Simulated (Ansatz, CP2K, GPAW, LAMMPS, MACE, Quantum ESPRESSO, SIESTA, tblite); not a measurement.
# Codes compared on liquid Al56Cu44 (at. %) at 1700 K (71 atoms)

How near do other programs and methods come to a plane-wave reference for liquid Al56Cu44 (at. %) at 1700 K (71 atoms)? A plane-wave run serves as the reference.

Calculated with Quantum ESPRESSO 7.5; Kohn-Sham DFT, PBE, SSSP efficiency 1.3.0 pseudopotentials, plane waves.

In doubt: a PseudoDojo file used here is known to give poor structures and forces (SIESTA), which bears on pressures, cells, forces and phonons.

## Step 1: The structure

The cell holds 71 atoms: 40 Al and 31 Cu. Cell: a = 10.683 Å, b = 10.683 Å, c = 10.683 Å, α = 90.0°, β = 90.0°, γ = 90.0°. 71 atoms (40 Al, 31 Cu) placed at random at 4.38 g/cm³, melted at 1800 K for 10 ps at fixed volume with the EAM Al-Cu potential (Cai and Ye, Phys. Rev. B 54, 8398 (1996)). Snapshot at the end of a hold of 10 ps at 1700 K and zero pressure.

## Step 2: Reference: Quantum ESPRESSO, plane waves

Contents of pw.in:

```
&control
  calculation = 'scf'
  pseudo_dir = './pseudo'
  outdir = './tmp'
  disk_io = 'none'
  tprnfor = .true.
  tstress = .true.
/
&system
  ibrav = 0
  nat = 71
  ntyp = 2
  ecutwfc = 60
  ecutrho = 480
  nosym = .true.
  occupations = 'smearing'
  smearing = 'fd'
  degauss = 0.003675
/
&electrons
  conv_thr = 3.5e-07
  electron_maxstep = 100
  mixing_beta = 0.2
  mixing_mode = 'local-TF'
  diagonalization = 'david'
/
ATOMIC_SPECIES
Al 26.982 Al.upf
Cu 63.546 Cu.upf
CELL_PARAMETERS angstrom
10.68344 0.00000 0.00000
0.00000 10.68344 0.00000
0.00000 0.00000 10.68344
ATOMIC_POSITIONS crystal
Al 0.77724 0.12607 0.40548
Al 0.98269 0.22854 0.57384
Al 0.59945 0.77379 0.99601
Al 0.42052 0.31034 0.62648
Al 0.36639 0.54642 0.52842
Al 0.47961 0.22427 0.40733
Al 0.60294 0.69079 0.60204
Al 0.85091 0.83372 0.32572
Al 0.28542 0.41764 0.84329
Al 0.21182 0.21846 0.68806
Al 0.66998 0.02528 0.88686
Al 0.79171 0.85120 0.54072
[... 55 atom lines left out ...]
Cu 0.28072 0.15920 0.19818
Cu 0.88456 0.33110 0.35061
Cu 0.60746 0.20036 0.01815
Cu 0.13816 0.25135 0.99279
K_POINTS gamma
```

Launch:

```
> OMP_NUM_THREADS=1 mpirun -np 4 pw.x -in pw.in > output.txt
```

The log of the run:

```text
Program PWSCF
     gamma-point specific algorithms are used
     one sub-group per band group will be used
     scalapack distributed-memory algorithm (size of sub-group:  2*  2 procs)
     Parallelization info
     sticks:   dense  smooth     PW     G-vecs:    dense   smooth      PW
     Min        3894    1947    483               365518   129185   16119
     Max        3896    1950    486               365524   129188   16126
     Sum       15581    7793   1941              1462089   516747   64493
     bravais-lattice index     =            0
     lattice parameter (alat)  =      20.1888  a.u.
     unit-cell volume          =    8228.6757 (a.u.)^3
     number of atoms/cell      =           71
     number of atomic types    =            2
[... lines left out ...]
     scf convergence threshold =      3.5E-07
[... lines left out ...]
     number of k points=     1  Fermi-Dirac smearing, width (Ry)=  0.0037
[... lines left out ...]
     total energy              =   -8185.26196487 Ry
[... lines left out ...]
     total energy              =   -8185.06323018 Ry
[... lines left out ...]
     total energy              =   -8185.09174563 Ry
[... lines left out ...]
     c_bands:  1 eigenvalues not converged
[... lines left out ...]
     total energy              =   -8185.11388144 Ry
[... lines left out ...]
     total energy              =   -8185.11388142 Ry
[... lines left out ...]
    -0.0681  -0.0033   0.0678   0.1382   0.2654   0.3536   0.5211   0.5695
     0.7359   0.8242   0.9665   1.2670   1.2905   1.5671   1.6189   1.7769
[...]
9.6962   9.7639   9.7895   9.8239   9.8979   9.9372   9.9510  10.0008
    10.0779  10.1532  10.1698  10.2059  10.3060  10.3198  10.4005  10.4063
    10.5734  10.6347  10.6771  10.7378  10.8121
     the Fermi energy is     7.0610 ev
!    total energy              =   -8185.11388148 Ry
     total all-electron energy =   -122034.097893 Ry
     estimated scf accuracy    <       0.00000001 Ry
     smearing contrib. (-TS)   =      -0.02023985 Ry
     internal energy E=F+TS    =   -8185.09364163 Ry
     The total energy is F=E-TS. E is the sum of the following terms:
     one-electron contribution =   -2376.32460363 Ry
     hartree contribution      =    1696.61070504 Ry
     xc contribution           =   -1483.47165675 Ry
     ewald contribution        =   -1849.42457375 Ry
     one-center paw contrib.   =   -4172.48351254 Ry
     convergence has been achieved in  15 iterations
     Forces acting on atoms (cartesian axes, Ry/au):
     atom    1 type  1   force =     0.07089775    0.00030751    0.04720489
     atom    2 type  1   force =    -0.02295409    0.00341108    0.00103987
     atom    3 type  1   force =     0.02032820   -0.03241947   -0.08256664
[...]
atom   70 type  2   force =     0.01946542    0.02473552    0.03450665
     atom   71 type  2   force =    -0.02632908    0.02833563    0.00799010
     Total force =     0.549596     Total SCF correction =     0.000283
     Computing stress (Cartesian axis) and pressure
          total   stress  (Ry/bohr**3)                   (kbar)     P=      -19.05
  -0.00022999  -0.00000209  -0.00010493          -33.83       -0.31      -15.44
  -0.00000209  -0.00011622   0.00009304           -0.31      -17.10       13.69
  -0.00010493   0.00009304  -0.00004223          -15.44       13.69       -6.21
     Message from routine punch:
     Nothing written, as per user request (disk_io='none')
```

Elapsed: 4.8 min, on 4 MPI ranks of Arm Neoverse V2, shared host; peak memory 4.6 GiB; 19 min of CPU time.

Banners, paths, timers and routine set-up lines are dropped from the logs unmarked, and long logs keep their key lines alone; longer cuts are marked.

Numbers from this run:

```
r.m.s. force component : 0.9682 eV/Å
longest force          : 3.515 eV/Å
pressure               : -1.905 GPa
```

## Step 3: Local order

Pair distribution functions g(r), in bins of 0.1 Å:

```
r (Å)  total  Al-Al  Al-Cu  Cu-Cu
 2.05   0.00   0.00   0.00   0.00
 2.15   0.33   0.00   0.33   0.87
 2.25   0.53   0.47   0.32   1.19
 2.35   1.53   0.89   1.82   1.87
 2.45   1.85   1.62   2.07   1.66
 2.55   1.89   0.75   2.63   1.86
 2.65   1.81   1.90   1.56   2.29
 2.75   2.39   2.57   2.79   1.08
 2.85   1.57   1.34   1.74   1.51
 2.95   1.06   1.12   1.08   0.93
 3.05   1.61   1.31   1.84   1.51
 3.15   1.32   1.34   1.66   0.41
 3.25   0.88   0.81   0.96   0.77
 3.35   0.72   0.86   0.69   0.54
 3.45   0.97   1.01   0.99   0.84
 3.55   0.80   0.97   0.87   0.32
 3.65   0.75   0.91   0.70   0.61
 3.75   0.55   0.52   0.61   0.43
 3.85   0.75   0.90   0.69   0.68
 3.95   0.57   0.62   0.60   0.39
 4.05   1.10   1.18   0.77   1.85
 4.15   0.74   0.70   0.82   0.58
 4.25   0.89   1.01   0.91   0.67
 4.35   0.89   0.90   0.99   0.64
 4.45   1.11   0.92   1.26   1.02
 4.55   1.08   0.64   1.25   1.37
 4.65   0.94   0.73   0.90   1.40
 4.75   1.35   1.40   1.52   0.81
 4.85   0.80   0.62   0.83   1.03
 4.95   1.07   1.19   0.99   1.07
 5.05   1.21   1.57   1.05   1.03
 5.15   1.15   0.87   1.12   1.67
 5.25   0.93   0.74   0.96   1.17
```

## Step 4: The ladder

The programs:
- CP2K 2026.2: Gaussian basis with GTH pseudopotentials and a plane-wave density; labels give functional, basis (MOLOPT sets; SR short-range, UZH the newer set with its own potentials), grid cutoff/relative cutoff and solver (OT: orbital transformation; TRS4, TC2, SIGN: linear-scaling purification with its sparsity filter), or its built-in tight binding.
- GPAW 26.7.0: PAW with atomic orbitals (LCAO), plane waves or a real-space grid of spacing h.
- MACE: machine-learned potential, published weights.
- Quantum ESPRESSO 7.5: plane waves; labels (QE) give functional, pseudopotential set and cutoffs of waves/density.
- SIESTA 5.4.2: numerical atomic orbitals, whose automatically made sets are far from complete, with PseudoDojo norm-conserving potentials that we converted to its format (checked against plane waves on the same files for H, C, O, Si, Ge and Ca alone); labels give functional, basis size, energy shift and mesh cutoff.
- tblite 0.8.0: extended tight binding, driven from Python.

All use the same cell and atoms; the electronic-structure runs use the same k-mesh, and an electronic temperature of 580 K (0.05 eV) where levels are smeared.

Differences are against the plane-wave reference, forces as r.m.s. over components; share is that over the reference's r.m.s. force, slope the least-squares factor from reference forces to these. Total energies of different programs have different zeros and aren't compared.

```
                                                          run  Δ force, r.m.s. (meV/Å)  share (%)  slope  Δ pressure (GPa)  cores  CPU time  memory (GiB)
                                                    reference                        -          -      -                 -      4    19 min           4.6
  CP2K PBE+D3(BJ), DZVP-MOLOPT-SR, 800/50 Ry, diagonalisation                     33.1       3.42  0.999             -2.87      4    10 min           7.5
        CP2K PBE, DZVP-MOLOPT-SR, 1120/50 Ry, diagonalisation                     32.6       3.37  1.001             0.500      4    12 min           9.6
CP2K PBE, DZVP-MOLOPT-SR, 280/50 Ry, diagonalisation (coarse)                      884       91.3  1.113              2.02      2   7.4 min           1.4
         CP2K PBE, DZVP-MOLOPT-SR, 800/50 Ry, diagonalisation                     32.7       3.37  1.001             0.500      4    11 min           7.4
         CP2K PBE, DZVP-MOLOPT-SR, 800/70 Ry, diagonalisation                     32.7       3.37  1.001             0.500      4    14 min           7.4
 CP2K PBE, SZV-MOLOPT-SR, 800/50 Ry, diagonalisation (coarse)                      212       21.9  1.114              6.02      2   5.1 min           4.8
                                  GPAW PBE, LCAO dzp, h 0.2 Å                     53.2       5.49  1.037                 -      1   6.3 min           1.5
                        GPAW PBE, LCAO dzp, h 0.28 Å (coarse)                     54.0       5.58  1.038                 -      1   3.3 min          0.81
                                 GPAW PBE, plane waves 450 eV                     14.8       1.53  1.006            -0.964      2   8.3 min           1.5
                               GPAW revPBE, LCAO dzp, h 0.2 Å                     89.6       9.26  1.065                 -      1   6.3 min           1.5
                                  MACE MP-0b2 small potential                      169       17.4  0.955             -1.43      1     6.1 s          0.67
                                 MACE MP-0b3 medium potential                      158       16.3  1.014           -0.0695      1       7 s           0.9
                                  MACE MPA-0 medium potential                      126       13.0  0.963             0.730      1       7 s           0.9
            QE PBE, sssp-1.3.0-efficiency, 25/200 Ry (coarse)                     39.4       4.07  0.984             -41.7      2   6.2 min           1.3
         SIESTA PBE, DZP, shift 0.01 Ry, mesh 150 Ry (coarse)                     78.6       8.12  1.053            -0.932      2   3.6 min          0.89
                  SIESTA PBE, DZP, shift 0.01 Ry, mesh 500 Ry                     75.0       7.74  1.052             -1.07      2    17 min           2.8
         SIESTA PBE, SZP, shift 0.01 Ry, mesh 500 Ry (coarse)                      224       23.1  1.164             0.974      2    13 min           2.4
                                             tblite IPEA1-xTB                      580       59.9  0.799              21.0      1       8 s          0.15
```

Rows marked coarse were listed beforehand as settings not expected to be converged; some can still land near the reference.

Times of the machine-learned potentials are mostly Python's start and the loading of weights.

CPU time is summed over cores on a shared host, where runs went side by side, so it is rough. Symmetry, cutoffs, thresholds, outputs and thread counts weren't matched or tuned between programs; memory under MPI is the largest rank's times the ranks.

Runs without a result: CP2K GFN1-xTB, diagonalisation (not converged, the SCF not settling); tblite GFN2-xTB (not converged).

Mean charges by element (e), by run and scheme:

```
                                                        run     scheme     Al     Cu
CP2K PBE+D3(BJ), DZVP-MOLOPT-SR, 800/50 Ry, diagonalisation   Mulliken  +0.39  -0.51
      CP2K PBE, DZVP-MOLOPT-SR, 1120/50 Ry, diagonalisation   Mulliken  +0.39  -0.51
       CP2K PBE, DZVP-MOLOPT-SR, 800/50 Ry, diagonalisation   Mulliken  +0.39  -0.51
       CP2K PBE, DZVP-MOLOPT-SR, 800/70 Ry, diagonalisation   Mulliken  +0.39  -0.51
                SIESTA PBE, DZP, shift 0.01 Ry, mesh 500 Ry  Hirshfeld  -0.22  +0.28
                                           tblite IPEA1-xTB   Mulliken  +0.31  -0.40
```

Within one program, basis, potentials and functional, energies share a zero. Each run against its twin at the usual cutoff or grid and solver:

```
                                                  run                                        twin  Δ energy (meV/atom)  Δ force, r.m.s. (meV/Å)         CPU time over the twin's
CP2K PBE, DZVP-MOLOPT-SR, 1120/50 Ry, diagonalisation  DZVP-MOLOPT-SR, 800/50 Ry, diagonalisation               0.0051                     3.80                              1.1
 CP2K PBE, DZVP-MOLOPT-SR, 280/50 Ry, diagonalisation  DZVP-MOLOPT-SR, 800/50 Ry, diagonalisation                -29.6                      879  0.70 (this twin ran on 4 cores)
 CP2K PBE, DZVP-MOLOPT-SR, 800/70 Ry, diagonalisation  DZVP-MOLOPT-SR, 800/50 Ry, diagonalisation              -3.0e-4                    0.006                              1.3
                         GPAW PBE, LCAO dzp, h 0.28 Å                           LCAO dzp, h 0.2 Å                 15.2                     8.13                             0.52
             QE PBE, sssp-1.3.0-efficiency, 25/200 Ry            sssp-1.3.0-efficiency, 60/480 Ry                  721                     39.4  0.33 (this twin ran on 4 cores)
          SIESTA PBE, DZP, shift 0.01 Ry, mesh 150 Ry             DZP, shift 0.01 Ry, mesh 500 Ry                -6.81                     21.3                             0.21
```

## Step 5: What came out

```
reference r.m.s. force component                       : 0.968 eV/Å
nearest in forces                                      : GPAW PBE, plane waves 450 eV, 1.5 %
farthest in forces                                     : CP2K PBE, DZVP-MOLOPT-SR, 280/50 Ry, diagonalisation (coarse), 91 %
cheapest electronic-structure run beside the reference : tblite IPEA1-xTB, 8 s of CPU time
```

In words: PBE on plane waves or a grid with other potentials, cutoffs or grids, coarse settings apart, differs from the reference by 1.5 % (GPAW PBE, plane waves 450 eV) of the r.m.s. force; this holds the reference's own error, so differences of a few per cent don't tell which side is nearer the exact PBE result. The PBE runs in local orbitals, coarse settings apart, differ by 3.4 % (CP2K PBE, DZVP-MOLOPT-SR, 1120/50 Ry, diagonalisation) to 7.7 % (SIESTA PBE, DZP, shift 0.01 Ry, mesh 500 Ry); basis, grid and potentials can all enter. Tight binding differs by 60 % (tblite IPEA1-xTB); it is another model, with fitted parameters of its own, and the xTB methods hold dispersion. Machine-learned potentials differ by 13 % (MACE MPA-0 medium potential) to 17 % (MACE MP-0b2 small potential); they were trained on other programs' data. Rows with another functional or a dispersion term differ by 3.4 % (CP2K PBE+D3(BJ), DZVP-MOLOPT-SR, 800/50 Ry, diagonalisation) to 9.3 % (GPAW revPBE, LCAO dzp, h 0.2 Å), which mixes the change of model with differences of basis and potentials. IPEA1-xTB was fitted to ionisation energies and electron affinities, not to forces or charges. Runs with settings chosen to be coarse differ by 4.1 % (QE PBE, sssp-1.3.0-efficiency, 25/200 Ry) to 91 % (CP2K PBE, DZVP-MOLOPT-SR, 280/50 Ry, diagonalisation), their programs' other errors included. Of the electronic-structure runs that take under half the reference's CPU time, GPAW PBE, plane waves 450 eV comes nearest, at 1.5 % in 8.3 min against 19 min. SIESTA PBE, SZP, shift 0.01 Ry, mesh 500 Ry stiffens the forces by a factor of 1.16 while following their directions (correlation 0.990); the slopes of the 3 SIESTA runs lie between 1.05 and 1.16. In pressure, QE PBE, sssp-1.3.0-efficiency, 25/200 Ry misses by -41.7 GPa, at the same functional; a cutoff this low leaves a large Pulay stress. Charges hang on model, scheme and program or settings: among these rows the mean for Cu runs from -0.51 to +0.28 e, even in sign. In the reference: levels near the Fermi energy are neither full nor empty under the smearing, so no gap is quoted. Periodic xTB results under one method name differ between programs and library versions. The potentials hold different valence shells: 461 electrons in the reference, 709 in SIESTA; this bears on time and differences. The reference's pressure holds the uncorrected Pulay stress of its 60 Ry basis, so small pressure differences, and their order, may be the reference's own error. A potential file of the SIESTA runs is in doubt, which bears on their forces and pressure. The frame stands for 1700 K, but pressures are static and levels are smeared at 580 K, under the temperature of the frame, which matters where levels are partly filled. The electron count is odd in these runs, and they have no spin polarisation, so the unpaired electron is spread evenly over both spins. Machine-learned potentials mimic data converged in k, so the reference's own k-point error enters their differences. The network of bonds at the start is that of the classical potential that made the cell, and needn't be the one that DFT or experiment would give. The electronic-structure runs sample only Γ, in a cell whose shortest periodic width is 11 Å, which is coarse for a cell with partly filled levels.

[Also dropped from logs without a mark: logging warnings of Python, and SIESTA's first energy breakdown and zero terms.]

[Logs are printed without paths, hosts, clocks, repeated set-up lines and the standing remarks that a program may print on its own settings, such as how far it seeks lower states.]

[Hosts, paths, dates, database ids (printed as entryN), source tags and the programs' standing remarks are cut or masked in the printed files.]
